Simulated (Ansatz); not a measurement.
**Be4Bi2O (built on the Ca4Bi2O structure): following an unstable mode**

Wanted: the energy along a soft mode of Be4Bi2O (built on the Ca4Bi2O structure) and the structure at the end.

Method: DFT PBEsol, scalar-relativistic, plane waves, PAW, in Ansatz 0.2.0.

The raw output is cut from this account; settings, times and results stay.

The structure was built from a prototype and need not be the compound's stable phase.

### 1. Set-up

It takes space group I4/mmm (No. 139, tetragonal). Conventional cell: a = 4.151 Å, b = 4.151 Å, c = 11.965 Å, α = 90.00°, β = 90.00°, γ = 90.00°. Be has 1 O at 1.56 Å nearest. Be has 2 O at 2.08 Å nearest. Bi has 1 Be at 2.60 Å nearest. Nearest to O lie 2 Be at 1.56 Å. Farther neighbours, and contacts between anions beyond the nearest, are not listed.

Coordinates:

```cif
data_structure
_symmetry_space_group_name_H-M 'P 1'
_symmetry_Int_Tables_number 1
_cell_length_a 6.6641
_cell_length_b 6.6641
_cell_length_c 6.6641
_cell_angle_alpha 143.703
_cell_angle_beta 143.703
_cell_angle_gamma 52.272
_cell_volume 103.11
loop_
_atom_site_label
_atom_site_type_symbol
_atom_site_fract_x
_atom_site_fract_y
_atom_site_fract_z
_atom_site_occupancy
Be1 Be 0.36992 0.36992 0.00000 1
Be2 Be 0.50000 0.00000 0.50000 1
Be3 Be 0.63008 0.63008 0.00000 1
Be4 Be 0.00000 0.50000 0.50000 1
Bi5 Bi 0.15235 0.15235 0.00000 1
Bi6 Bi 0.84765 0.84765 0.00000 1
O7 O 0.50000 0.50000 0.00000 1
```

### 2. Response at finite wavevector

Stability and thermal properties need the whole zone. Linear response on a 2×2×2 q mesh gives force constants as far as a supercell of that size would.

Contents of input.yaml:

```yaml
crystal:
  lattice:
    - [-2.0757496891, 2.0757496891, 5.9826857501]
    - [2.0757496891, -2.0757496891, 5.9826857501]
    - [2.0757496891, 2.0757496891, -5.9826857501]
  atoms:
    - { symbol: Be, position: [0.3699222426, 0.3699222426, 0.0] }
    - { symbol: Be, position: [0.5, 0.0, 0.5] }
    - { symbol: Be, position: [0.6300777574, 0.6300777574, 0.0] }
    - { symbol: Be, position: [0.0, 0.5, 0.5] }
    - { symbol: Bi, position: [0.1523523208, 0.1523523208, 0.0] }
    - { symbol: Bi, position: [0.8476476792, 0.8476476792, 0.0] }
    - { symbol: O, position: [0.5, 0.5, 0.0] }
kpoints:
  mp_grid: { grid: [12, 12, 12] }
hamiltonian:
  xc: pbesol
scf:
  occupations: { method: methfessel_paxton, width: 0.2 }
output:
  eigenvalues: true
phonons:
  method: dfpt
  qmesh: [2, 2, 2]
  temperatures: { t_max: 1000, t_step: 50 }
  qpath:
    path:
      - [[0.0, 0.0, 0.0], [0.0, 0.0, 0.5], [0.25, 0.25, 0.25], [0.0, 0.5, 0.0], [0.0, 0.0, 0.0], [0.5, 0.5, -0.5], [0.28009522, 0.71990478, -0.28009522]]
      - [[-0.28009522, 0.28009522, 0.28009522], [0.0, 0.0, 0.0]]
      - [[0.0, 0.0, 0.5], [-0.06019045, 0.06019045, 0.5]]
      - [[0.5, 0.5, -0.06019045], [0.5, 0.5, -0.5]]
    npoints: 10
```

The run is started by

```
$ ansatz run input.yaml --threads 8 --pin off --max-ram 14336MiB --backend cpu --events-out ev --progress --plain --runs-dir out
```

It took 13 min on 8 threads of AMD EPYC 7R43, shared host; peak memory 4 GiB.

Read from the output:

```yaml
volume_per_atom: 14.73 Å³
gap_on_the_k_mesh: 0 eV
sum_rule_residual_before_enforcement: 1.15e-4 eV/Å²
lowest_frequency_on_the_path: -443.1 cm⁻¹
point_group: 4/mmm
highest_frequency_on_path_mesh_or_solved_points: 957.3 cm⁻¹
highest_optical_mode_at_the_zone_centre_no_lo_to_term: 934.9 cm⁻¹
lowest_optical_zone_centre_mode: -442.0 cm⁻¹
lowest_mode_on_the_q_mesh_acoustic_modes_at_gamma_apart: -443.1 cm⁻¹
```

Frequencies (cm⁻¹) solved at each irreducible wavevector; negative means imaginary. Frequencies by wavevector, by row:

| q in reciprocal lattice units | star | mode 1 | mode 2 | mode 3 | mode 4 | mode 19 | mode 20 | mode 21 |
| --- | --- | --- | --- | --- | --- | --- | --- | --- |
| 0 0 0 | 1 | -442 | -442 | -225.2 | -225.2 | 372.6 | 695.4 | 934.9 |
| 0 0 -0.5 | 2 | -279.6 | -238.4 | -217.8 | -177.1 | 342.5 | 724.5 | 938 |
| 0 -0.5 0 | 4 | -430.7 | -179.9 | -128.7 | -33.3 | 371.8 | 729.2 | 921.4 |
| -0.5 -0.5 -0.5 | 1 | -443.1 | -443.1 | -219.2 | -219.2 | 405.6 | 707.5 | 957.3 |

Interpolated from a 2×2×2 q mesh, rough between the solved points. The phonon branches at the labelled points (cm⁻¹):

| point | branch 1 | branch 2 | branch 3 | branch 4 | branch 18 | branch 19 | branch 20 | branch 21 |
| --- | --- | --- | --- | --- | --- | --- | --- | --- |
| Γ | -442 | -442 | -225 | -225 | 264 | 373 | 695 | 935 |
| halfway | -383 | -328 | -130 | -110 | 310 | 332 | 718 | 926 |
| X | -280 | -238 | -218 | -177 | 253 | 342 | 724 | 938 |
| halfway | -280 | -236 | -222 | -174 | 253 | 344 | 724 | 938 |
| P | -280 | -229 | -229 | -168 | 253 | 345 | 724 | 938 |
| halfway | -373 | -171 | -153 | -121 | 305 | 346 | 726 | 930 |
| N | -431 | -180 | -129 | -33 | 369 | 372 | 729 | 921 |
| halfway | -436 | -352 | -151 | -133 | 303 | 366 | 712 | 928 |
| Γ | -442 | -442 | -225 | -225 | 264 | 373 | 695 | 935 |
| halfway | -442 | -442 | -222 | -222 | 264 | 390 | 701 | 946 |
| M | -443 | -443 | -219 | -219 | 270 | 406 | 708 | 957 |
| halfway | -438 | -374 | -171 | -170 | 297 | 382 | 717 | 944 |
| S | -431 | -224 | -87 | -76 | 348 | 368 | 729 | 924 |
| jump to S0 | -431 | -224 | -87 | -76 | 348 | 368 | 729 | 924 |
| halfway | -434 | -330 | -131 | -121 | 305 | 364 | 715 | 924 |
| Γ | -442 | -442 | -225 | -225 | 264 | 373 | 695 | 935 |
| jump to X | -280 | -238 | -218 | -177 | 253 | 342 | 724 | 938 |
| halfway | -285 | -238 | -210 | -175 | 258 | 342 | 725 | 938 |
| R | -297 | -239 | -191 | -170 | 266 | 341 | 725 | 937 |
| jump to G′ | -297 | -239 | -191 | -170 | 266 | 341 | 725 | 937 |
| halfway | -392 | -358 | -155 | -142 | 310 | 356 | 721 | 939 |
| M | -443 | -443 | -219 | -219 | 270 | 406 | 708 | 957 |

Symmetry leaves 4 wavevectors to solve. The lowest mode among them, the acoustic zeros apart, lies at q = (-0.5, -0.5, -0.5) and is imaginary, 443.1i cm⁻¹, so the energy falls along it.

### 3. The mode frozen in, largest atomic shift 0 Å

The mode followed lies at q = (-0.5, -0.5, -0.5) with frequency 443.1i cm⁻¹ and is 2-fold degenerate, the softest among the wavevectors solved. At small amplitude the pattern taken leaves space group no. 59 by a symmetry search on the positions. The undistorted cell that holds it gives the zero of energy on the same k mesh.

System of this step: Be4Bi2O (built on the Ca4Bi2O structure). It takes space group I4/mmm (No. 139, tetragonal). The conventional cell has a = 4.151 Å, b = 4.151 Å, c = 11.965 Å, α = 90.00°, β = 90.00°, γ = 90.00°. Nearest to Be lie 1 O at 1.56 Å. Be has 2 O at 2.08 Å nearest. Bi has 1 Be at 2.60 Å nearest. O has 2 Be at 1.56 Å nearest. Farther neighbours, and contacts between anions beyond the nearest, are not listed.

Contents of input.yaml:

```yaml
crystal:
  lattice:
    - [0.0, -4.1514993781, 0.0]
    - [-4.1514993781, 0.0, 0.0]
    - [0.0, 0.0, -11.9653715001]
  atoms:
    - { symbol: Be, position: [0.5, 0.5, 0.1300777574] }
    - { symbol: Be, position: [1.0, 1.0, 0.6300777574] }
    - { symbol: Be, position: [0.5, 0.0, 0.0] }
    - { symbol: Be, position: [0.0, 0.5, 0.5] }
    - { symbol: Be, position: [0.5, 0.5, 0.8699222426] }
    - { symbol: Be, position: [1.0, 1.0, 0.3699222426] }
    - { symbol: Be, position: [0.0, 0.5, 0.0] }
    - { symbol: Be, position: [0.5, 0.0, 0.5] }
    - { symbol: Bi, position: [0.0, 0.0, 0.8476476792] }
    - { symbol: Bi, position: [0.5, 0.5, 0.3476476792] }
    - { symbol: Bi, position: [0.5, 0.5, 0.6523523208] }
    - { symbol: Bi, position: [1.0, 1.0, 0.1523523208] }
    - { symbol: O, position: [0.5, 0.5, 0.0] }
    - { symbol: O, position: [1.0, 1.0, 0.5] }
kpoints:
  mp_grid: { grid: [8, 8, 4] }
hamiltonian:
  xc: pbesol
scf:
  occupations: { method: methfessel_paxton, width: 0.2 }
output:
  forces: true
  stress: true
  eigenvalues: true
```

It took 4.7 s on 8 threads; peak memory 1.1 GiB.

Read from the output:

* pressure: -0.02718 GPa
* energy from the undistorted cell: 0 meV/atom

The run ends at a pressure of -0.03 GPa, with forces up to 0.0039 eV/Å.

### 4. The mode frozen in, largest atomic shift 0.32 Å

The atoms are moved along the unstable eigenvector, the largest shift by 0.32 Å, with the cell fixed.

Contents of input.yaml:

```yaml
crystal:
  lattice:
    - [0.0, -4.1514993781, 0.0]
    - [-4.1514993781, 0.0, 0.0]
    - [0.0, 0.0, -11.9653715001]
  atoms:
    - { symbol: Be, position: [0.5, 0.5198441994, 0.1300777574] }
    - { symbol: Be, position: [1.0, 0.9801558006, 0.6300777574] }
    - { symbol: Be, position: [0.5, 0.0770805848, 0.0] }
    - { symbol: Be, position: [0.0, 0.4229194152, 0.5] }
    - { symbol: Be, position: [0.5, 0.5198441994, 0.8699222426] }
    - { symbol: Be, position: [1.0, 0.9801558006, 0.3699222426] }
    - { symbol: Be, position: [0.0, 0.5029023512, 0.0] }
    - { symbol: Be, position: [0.5, -0.0029023512, 0.5] }
    - { symbol: Bi, position: [0.0, -0.0004716991, 0.8476476792] }
    - { symbol: Bi, position: [0.5, 0.5004716991, 0.3476476792] }
    - { symbol: Bi, position: [0.5, 0.5004716991, 0.6523523208] }
    - { symbol: Bi, position: [1.0, 0.9995283009, 0.1523523208] }
    - { symbol: O, position: [0.5, 0.4493665053, 0.0] }
    - { symbol: O, position: [1.0, 1.0506334947, 0.5] }
kpoints:
  mp_grid: { grid: [8, 8, 4] }
hamiltonian:
  xc: pbesol
scf:
  occupations: { method: methfessel_paxton, width: 0.2 }
output:
  forces: true
  stress: true
  eigenvalues: true
  write_density: true
  write_potential: true
  elf: true
  volumetric_format: npy
```

Wall time 9 s (8 threads); peak memory 1.3 GiB.

This step gave:

```
pressure                         : 1.841 GPa
energy from the undistorted cell : -34.67 meV/atom
```

The energy, extrapolated to zero smearing, is -34.67 meV/atom against the undistorted cell.

The run ends at a pressure of 1.84 GPa, with forces up to 0.95 eV/Å.

### 5. Energy along the mode, all amplitudes (two of the runs are shown above)

An imaginary frequency means negative curvature, so the energy should fall and then rise again as anharmonic terms take over.

This step gave:

| Property | Result |
| --- | --- |
| depth at the lowest point sampled | 34.67 meV/atom |
| largest atomic shift at that point | 0.32 Å |

Table of energy from the parent by largest atomic shift:

| largest atomic shift (Å) | energy from the parent (meV/atom) |
| --- | --- |
| 0.000 | 0 |
| 0.040 | -1.41 |
| 0.080 | -5.47 |
| 0.140 | -15.4 |
| 0.220 | -30.8 |
| 0.320 | -34.7 |
| 0.450 | 66.0 |

Displacement at unit largest shift by atom:

| atom | x (Å) | y (Å) | z (Å) | size |
| --- | --- | --- | --- | --- |
| Be1 | -0.26 | 0.00 | 0.00 | 0.26 |
| Be2 | 0.26 | 0.00 | 0.00 | 0.26 |
| Be3 | -1.00 | 0.00 | 0.00 | 1.00 |
| Be4 | 1.00 | 0.00 | 0.00 | 1.00 |
| Be5 | -0.26 | 0.00 | 0.00 | 0.26 |
| Be6 | 0.26 | 0.00 | 0.00 | 0.26 |
| Be7 | -0.04 | 0.00 | 0.00 | 0.04 |
| Be8 | 0.04 | 0.00 | 0.00 | 0.04 |
| Bi9 | 0.01 | 0.00 | 0.00 | 0.01 |
| Bi10 | -0.01 | 0.00 | 0.00 | 0.01 |
| Bi11 | -0.01 | 0.00 | 0.00 | 0.01 |
| Bi12 | 0.01 | 0.00 | 0.00 | 0.01 |
| O13 | 0.66 | 0.00 | 0.00 | 0.66 |
| O14 | -0.66 | 0.00 | 0.00 | 0.66 |

The lowest step is at 0.32 Å, 34.7 meV/atom below the parent, and the energy rises beyond it.

### 6. Relaxation from the frozen mode

Starting from the lowest point found, all atoms and the cell are let go, so that strain and other modes of the same symmetry can join in.

input.yaml, as its differences from that of step 4:

```diff
@@ -30,5 +30,6 @@
   eigenvalues: true
-  write_density: true
-  write_potential: true
-  elf: true
-  volumetric_format: npy
+relax:
+  adjacent_minimum: "off"
+  f_tol: 0.002
+  max_steps: 120
+  cell: { stress_tol: 0.03 }
```

Run time: 2.1 min. Hardware: 8 threads; peak memory 1.4 GiB.

Step by step:

| step | energy less that of the first step (eV) | largest force component (eV/Å) | pressure (GPa) | volume (Å³) |
| --- | --- | --- | --- | --- |
| 1 | 0.0000 | 0.9467 | 1.84 | 206.22 |
| 2 | -0.3399 | 0.6087 | -0.20 | 215.20 |
| 3 | -0.6980 | 0.9595 | -0.47 | 216.02 |
| 4 | -1.2696 | 0.8591 | -1.20 | 216.12 |
| 5 | -1.5423 | 0.7102 | -1.19 | 213.20 |
| 6 | -1.7118 | 0.3806 | 0.02 | 210.53 |
| 7 | -1.8636 | 0.3605 | 0.88 | 212.06 |
| 8 | -1.8949 | 0.3382 | 0.15 | 213.78 |
| 9 | -1.9093 | 0.1158 | -0.13 | 215.38 |
| 10 | -1.9143 | 0.0295 | 0.04 | 214.91 |
| 11 | -1.9144 | 0.0109 | -0.03 | 215.35 |
| 12 | -1.9145 | 0.0339 | 0.07 | 215.08 |
| 13 | -1.9147 | 0.0006 | -0.01 | 215.25 |
| 14* | -1.9407 | 0.0070 | 0.16 | 215.25 |
| 15 | -1.9409 | 0.0054 | 0.02 | 215.70 |
| 16 | -1.9409 | 0.0033 | 0.00 | 215.83 |
| 17 | -1.9408 | 0.0011 | 0.00 | 215.88 |
| 18* | -1.9414 | 0.0010 | 0.00 | 215.88 |

Relaxation steps marked * repeat the geometry before them on a plane-wave basis chosen anew for their cell, so energy and pressure can jump there. Relaxation step 12 was tried and not accepted.

The run keeps the 8 symmetry operations that the program found, so distortions that break them were not tested.

| cell as run | before | after | change |
| --- | --- | --- | --- |
| a (Å) | 4.151 | 4.353 | +4.9 % |
| b (Å) | 4.151 | 4.468 | +7.6 % |
| c (Å) | 11.965 | 11.100 | -7.2 % |
| volume (Å³/atom) | 14.73 | 15.42 | +4.7 % |

The atoms that moved most (Å, as changes of fractional coordinates times the final cell):

| atom | dx | dy | dz | length |
| --- | --- | --- | --- | --- |
| Be1 | -0.744 | 0.000 | 0.216 | 0.775 |
| Be2 | 0.744 | 0.000 | 0.216 | 0.775 |
| Be6 | 0.744 | 0.000 | -0.216 | 0.775 |
| Be5 | -0.744 | 0.000 | -0.216 | 0.775 |
| Be4 | 0.173 | 0.000 | 0.000 | 0.173 |
| Be3 | -0.173 | 0.000 | 0.000 | 0.173 |
| Bi11 | -0.055 | 0.000 | -0.089 | 0.104 |
| Bi9 | 0.055 | 0.000 | 0.089 | 0.104 |

The relaxed structure:

```
Be Bi O
1.0
     0.00000   -4.35340    0.00000
    -4.46761    0.00000    0.00000
     0.00000    0.00000  -11.09955
Be Bi O
8 4 2
Direct
  0.50000 0.68648 0.11062
  0.00000 0.81352 0.61062
  0.50000 0.11576 0.00000
  0.00000 0.38424 0.50000
  0.50000 0.68648 0.88938
  0.00000 0.81352 0.38938
  0.00000 0.49379 0.00000
  0.50000 0.00621 0.50000
  0.00000 0.98712 0.83967
  0.50000 0.51288 0.33967
  0.50000 0.51288 0.66033
  0.00000 0.98712 0.16033
  0.50000 0.46171 0.00000
  0.00000 0.03829 0.50000
```

Numbers from this step:

```yaml
pressure: -3.01e-4 GPa
volume_per_atom: 15.42 Å³
```

The distorted start has space group Pmmn; the relaxation ends in Pmmn.

### 7. Outcome

```
unstable mode of the parent                                                      : q = (-0.5, -0.5, -0.5), 443i cm⁻¹
depth at the lowest point sampled                                                : 34.7 meV/atom
largest atomic shift at that point                                               : 0.32 Å
space group reached                                                              : Pmmn
energy gained over the parent (first relaxation, on the mesh of the frozen mode) : 173 meV/atom
volume per atom, phase reached                                                   : 15.4 Å³
```

What this shows: Along this mode the structure falls into Pmmn, 173 meV/atom below the parent. At the parent's cell the well is 34.67 meV/atom deep on the steps tried, with its lowest point at a shift of 0.32 Å. Relaxing atoms and cell changes the gain by +138.53 meV/atom against the lowest step (energies at zero smearing). Most of the total comes from this relaxation. The modes of the phase reached were not computed. Of the 5 patterns followed from this parent, this one ends 80.1 meV/atom above the lowest, P2_1/m. Differences under 1.0 meV/atom are within the error of comparing unlike cells and meshes, so the order among close phases is not settled. Each path keeps the symmetry of its pattern, so a lower phase may lie along a pattern not tried. The q mesh stands for a supercell only 8.3 Å across, so branches between the solved wavevectors are rough. With no gap, or one that is small against the smearing, the frequencies hang on the k mesh and the smearing, most of all near Kohn anomalies. Spin-orbit coupling is left out, which can matter for the heavy elements here. A phonon run warned that its eigensolver left some bands unconverged in a pass. The starting cell was built on a prototype and not taken from a measurement, so the phase need not exist.

[Long decimals in the printed logs are rounded to 6 places.]

[Logs are printed without paths, hosts, clocks, repeated set-up lines and the standing remarks that a program may print on its own settings, such as how far it seeks lower states.]

[Hosts, paths, dates, database ids (printed as entryN), source tags and the programs' standing remarks are cut or masked in the printed files.]

[Where the starting crystal was built by hand or by swapping elements, it need not be the compound's stable phase.]
